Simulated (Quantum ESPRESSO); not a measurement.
# MoSi2N4, 1 layer, stepped through biaxial strain, part 3 of 7

Wanted: a table for MoSi2N4, 1 layer against biaxial strain, and what can be fitted to it.

Quantum ESPRESSO 7.5; plane-wave DFT, PBE, GBRV ultrasoft pseudopotentials.

So far. Step 2 (Relaxing cell and ions of the reference):  The last row is no step: it is a fresh SCF in the final cell with a new plane-wave basis, +1 meV from the row before. Step 3 (Relaxation with pw.x, -4 %): The relaxation lowers the energy by 12 meV an atom.

## (4) Ground state, -4 %

The self-consistent run of this member.

File m0.scf.in:

```
&control
  prefix = 'm0.scf'
  outdir = './out'
  pseudo_dir = './pseudo'
  calculation = 'scf'
  tprnfor = .true.
/
&system
  ibrav = 0
  nat = 7
  ntyp = 3
  ecutwfc = 40
  ecutrho = 200
  occupations = 'smearing'
  smearing = 'fd'
  degauss = 0.002
  nbnd = 25
/
&electrons
  conv_thr = 1e-09
  mixing_beta = 0.4
  electron_maxstep = 120
  mixing_mode = 'plain'
/
ATOMIC_SPECIES
  N   14.0070  n_pbe_v1.2.uspp.F.UPF
  Si  28.0850  si_pbe_v1.uspp.F.UPF
  Mo  95.9500  mo_pbe_v1.uspp.F.UPF
CELL_PARAMETERS angstrom
  2.78505087648000 0.00000000000000 0.00000000000000
  -1.39252543872000 2.41192480992000 0.00000000000000
  0.00000000000000 0.00000000000000 21.86179061700000
ATOMIC_POSITIONS crystal
  N   0.000000000000 0.000000000000 0.334672062300
  Si  0.333333333300 0.666666666700 0.360911190200
  N   0.333333333300 0.666666666700 0.441030624400
  Mo  0.000000000000 0.000000000000 0.500000000000
  N   0.333333333300 0.666666666700 0.558969375600
  Si  0.333333333300 0.666666666700 0.639088809800
  N   0.000000000000 0.000000000000 0.665327937700
K_POINTS automatic
  12 12 1 0 0 0
```

On the command line:

```sh
OMP_NUM_THREADS=1 mpirun -n 4 pw.x -nk 4 -in m0.scf.in > m0.scf.out
```

Output:

```text
[banner, memory and clock lines left out]
Program PWSCF v.7.5 starts
[citation notice left out]

[...]
Message from routine setup:
[...]
bravais-lattice index     =            0
     lattice parameter (alat)  =       5.2630  a.u.
     unit-cell volume          =     991.0127 (a.u.)^3
     number of atoms/cell      =            7
     number of atomic types    =            3
     number of electrons       =        42.00
     number of Kohn-Sham states=           25
     kinetic-energy cutoff     =      40.0000  Ry
     charge density cutoff     =     200.0000  Ry
     scf convergence threshold =      1.0E-09
     mixing beta               =       0.4000
     number of iterations used =            8  plain     mixing
     Exchange-correlation= SLA  PW   PBE  PBE
                           (   1   4   3   4   0   0   0)

[...]
PseudoPot. # 1 for N  read from file:
     ./pseudo/n_pbe_v1.2.uspp.F.UPF
     Pseudo is Ultrasoft + core correction, Zval =  5.0
     Generated by new atomic code, or converted to UPF format
     Using radial grid of  729 points,  4 beta functions with:
                l(1) =   0
                l(2) =   0
                l(3) =   1
                l(4) =   1
     Q(r) pseudized with  8 coefficients,  rinner =    0.900   0.900   0.900

     PseudoPot. # 2 for Si read from file:
     ./pseudo/si_pbe_v1.uspp.F.UPF
     Pseudo is Ultrasoft + core correction, Zval =  4.0
     Generated by new atomic code, or converted to UPF format
     Using radial grid of  899 points,  6 beta functions with:
                l(1) =   0
                l(2) =   0
                l(3) =   1
                l(4) =   1
                l(5) =   2
                l(6) =   2
     Q(r) pseudized with  8 coefficients,  rinner =    0.900   0.900   0.900
                                                       0.900   0.900

     PseudoPot. # 3 for Mo read from file:
     ./pseudo/mo_pbe_v1.uspp.F.UPF
     Pseudo is Ultrasoft + core correction, Zval = 14.0
     Generated by new atomic code, or converted to UPF format
     Using radial grid of  889 points,  6 beta functions with:
                l(1) =   0
                l(2) =   0
                l(3) =   1
                l(4) =   1
                l(5) =   2
                l(6) =   2
     Q(r) pseudized with  6 coefficients,  rinner =    1.000   1.000   1.000
                                                       1.000   1.000

     atomic species   valence    mass     pseudopotential
     N                 5.00    14.00700     N ( 1.00)
     Si                4.00    28.08500     Si( 1.00)
     Mo               14.00    95.95000     Mo( 1.00)

     12 Sym. Ops. (no inversion) found

[...]
number of k points=    19  Fermi-Dirac smearing, width (Ry)=  0.0020
[...]
Dense  grid:    47363 G-vectors     FFT dimensions: (  24,  24, 192)

     Smooth grid:    33959 G-vectors     FFT dimensions: (  24,  24, 180)

     Initial potential from superposition of free atoms

     starting charge      41.9976, renormalised to      42.0000

     negative rho (up, down):  1.470E-03 0.000E+00
     Starting wfcs are   37 randomized atomic wfcs

     per-process dynamical memory:    72.2 Mb

     Self-consistent Calculation

     iteration #  1     ecut=    40.00 Ry     beta= 0.40
     Davidson diagonalization with overlap
     ethr =  1.00E-02,  avg # of iterations =  2.5

     negative rho (up, down):  1.579E-03 0.000E+00

     total energy              =    -239.06421261 Ry
     estimated scf accuracy    <       1.94388532 Ry

     iteration #  2     ecut=    40.00 Ry     beta= 0.40
[...]
negative rho (up, down):  1.602E-03 0.000E+00

[...]
total energy              =    -239.34144968 Ry
     estimated scf accuracy    <       0.63561443 Ry

     iteration #  3     ecut=    40.00 Ry     beta= 0.40
[...]
negative rho (up, down):  1.709E-03 0.000E+00

[...]
total energy              =    -239.49061558 Ry
     estimated scf accuracy    <       0.28873974 Ry

     iteration #  4     ecut=    40.00 Ry     beta= 0.40
[...]
negative rho (up, down):  1.901E-03 0.000E+00

[...]
total energy              =    -239.52097032 Ry
     estimated scf accuracy    <       0.01417225 Ry

     iteration #  5     ecut=    40.00 Ry     beta= 0.40
[...]
negative rho (up, down):  1.971E-03 0.000E+00

[...]
total energy              =    -239.52361071 Ry
     estimated scf accuracy    <       0.00815401 Ry

     iteration #  6     ecut=    40.00 Ry     beta= 0.40
[...]
negative rho (up, down):  1.990E-03 0.000E+00

[...]
total energy              =    -239.52435495 Ry
     estimated scf accuracy    <       0.00034538 Ry

[...]
iteration # 10     ecut=    40.00 Ry     beta= 0.40
[...]
negative rho (up, down):  2.001E-03 0.000E+00

[...]
total energy              =    -239.52451381 Ry
     estimated scf accuracy    <       0.00000008 Ry

     iteration # 11     ecut=    40.00 Ry     beta= 0.40
[...]
negative rho (up, down):  2.002E-03 0.000E+00

[...]
total energy              =    -239.52451383 Ry
     estimated scf accuracy    <       0.00000001 Ry

     iteration # 12     ecut=    40.00 Ry     beta= 0.40
[...]
negative rho (up, down):  2.002E-03 0.000E+00

[...]
total energy              =    -239.52451383 Ry
     estimated scf accuracy    <          3.5E-09 Ry

     iteration # 13     ecut=    40.00 Ry     beta= 0.40
[...]
negative rho (up, down):  2.002E-03 0.000E+00

[...]
End of self-consistent calculation

          k = 0.0000 0.0000 0.0000 (  4211 PWs)   bands (ev):

   -58.3938 -32.5637 -31.9126 -31.9126 -16.5031 -16.4289 -13.4654 -12.1356
    -6.0276  -3.5919  -1.5714  -0.9502  -0.9502  -0.6873  -0.6873  -0.6002
    -0.6002   0.2261   0.7163   0.7163   2.3979   5.7845   5.7845   6.3892
     6.3892

          k = 0.0000 0.0962 0.0000 (  4243 PWs)   bands (ev):

   -58.3808 -32.5445 -32.0072 -31.9327 -16.3753 -16.3055 -13.3472 -12.1133
    -5.8855  -3.6123  -1.5917  -1.2795  -1.2101  -0.9987  -0.9212  -0.8200
    -0.5940   0.0665   0.5474   0.8000   2.3452   5.5764   5.7571   6.2877
     6.5900

[...]
the Fermi energy is     4.3798 ev

!    total energy              =    -239.52451383 Ry
     estimated scf accuracy    <          2.6E-10 Ry
     smearing contrib. (-TS)   =      -0.00000000 Ry
     internal energy E=F+TS    =    -239.52451383 Ry

     The total energy is F=E-TS. E is the sum of the following terms:
     one-electron contribution =   -2573.38687385 Ry
     hartree contribution      =    1297.40775684 Ry
     xc contribution           =     -50.49503304 Ry
     ewald contribution        =    1086.94963622 Ry

     convergence has been achieved in  13 iterations

     negative rho (up, down):  2.002E-03 0.000E+00

     Forces acting on atoms (cartesian axes, Ry/au):

     atom    1 type  1   force =     0.00000000    0.00000000    0.00008922
     atom    2 type  2   force =     0.00000000    0.00000000    0.00013188
     atom    3 type  1   force =     0.00000000   -0.00000000   -0.00006081
     atom    4 type  3   force =     0.00000000    0.00000000    0.00000000
     atom    5 type  1   force =     0.00000000    0.00000000    0.00006081
     atom    6 type  2   force =     0.00000000    0.00000000   -0.00013188
     atom    7 type  1   force =     0.00000000   -0.00000000   -0.00008922

     Total force =     0.000241     Total SCF correction =     0.000046
     SCF correction compared to forces is large: reduce conv_thr to get better values

[...]
```

Elapsed: 10 s, on 4 MPI ranks of AMD EPYC 9R14 (Zen 4), shared host; peak memory 0.49 GiB; 41 s of CPU time.

Numbers from this step:

```
free energy                          : -3258.8970 eV
Fermi energy                         : 4.380 eV
valence top, on the run's zero       : 2.418 eV
conduction bottom, on the run's zero : 5.190 eV
gap by band count                    : 2.771 eV
```

## (5) Potential by pp.x, -4 %

plot_num = 11 writes the bare and Hartree potential, from which vacuum levels or, in a crystal, the mean potential are read.

File m0.pot.in:

```
&inputpp
  prefix = 'm0.scf'
  outdir = './out'
  filplot = 'm0.pot.dat'
  plot_num = 11
/
```

On the command line:

```sh
OMP_NUM_THREADS=1 mpirun -n 4 pp.x -in m0.pot.in > m0.pot.out
```

Output:

```text
[banner, memory and clock lines left out]
Program POST-PROC v.7.5 starts

          URL

     ./out/m0.scf.save/

     IMPORTANT: XC functional enforced from input :
     Exchange-correlation= PBE
                           (   1   4   3   4   0   0   0)
     Any further DFT definition will be discarded
     Please, verify this is what you really want

     negative rho (up, down):  2.002E-03 0.000E+00

     Calling punch_plot, plot_num =  11
     Writing data to file  m0.pot.dat
     Message from routine chdens:
     namelist plot not found or invalid, exiting
```

Elapsed: 1.5 s, on 4 MPI ranks; peak memory 0.09 GiB.

This step gave:

| Item | Value |
| --- | --- |
| slope of the potential above | -3.96e-5 eV/Å |
| upper vacuum line continued to the top atoms, over the valence top | 6.106 eV |
| slope of the potential below | 1.14e-5 eV/Å |
| lower vacuum line continued to the bottom atoms, over the valence top | 6.106 eV |
| vacuum level at the upper face over the valence top of the mesh | 6.106 eV |
| vacuum level at the lower face over the valence top of the mesh | 6.106 eV |

The potential energy, planar mean oscillates, so the rows of the table below give means over windows of 1.02 Å about each position, cut where the curve ends. Its maxima inside the range that stand out by 2 % of the span (Å: eV): 9.0: 0.170, 10.0: -7.76, 11.8: -7.76, 12.9: 0.170. Its minima: 7.5: -21.4, 9.7: -10.6, 10.9: -36.1, 12.2: -10.6, 14.3: -21.4.

Electrostatic potential energy of an electron; zero at the highest filled level of the SCF mesh. Table of potential energy, planar mean by z; means over each step:

z (Å), potential energy, planar mean (eV) and a bar from the least value:
```
     0.51        6.1 ##############################
     1.53        6.1 ##############################
     2.55        6.1 ##############################
     3.57        6.1 ##############################
     4.59        6.1 ##############################
     5.61        5.9 ##############################
     6.63        0.0 ########################
     7.65      -18.5 #######
     8.67       -4.7 ####################
     9.69       -7.8 #################
    10.71      -26.6 
    11.73      -13.0 ############
    12.75       -3.3 #####################
    13.77      -14.4 ###########
    14.79      -10.1 ###############
    15.81        5.2 #############################
    16.83        6.1 ##############################
    17.85        6.1 ##############################
    18.87        6.1 ##############################
    19.89        6.1 ##############################
    20.91        6.1 ##############################
```

(Continued in part 4 of 7.)

[Logs are printed without paths, hosts, clocks, repeated set-up lines and the standing remarks that a program may print on its own settings, such as how far it seeks lower states.]

[Hosts, paths, dates, database ids (printed as entryN), source tags and the programs' standing remarks are cut or masked in the printed files.]

[Maps of the electrostatic potential energy from Ansatz leave out the sawtooth potential of an applied field or a dipole correction, so their vacuum need not be flat; planar profiles and work functions include it.]
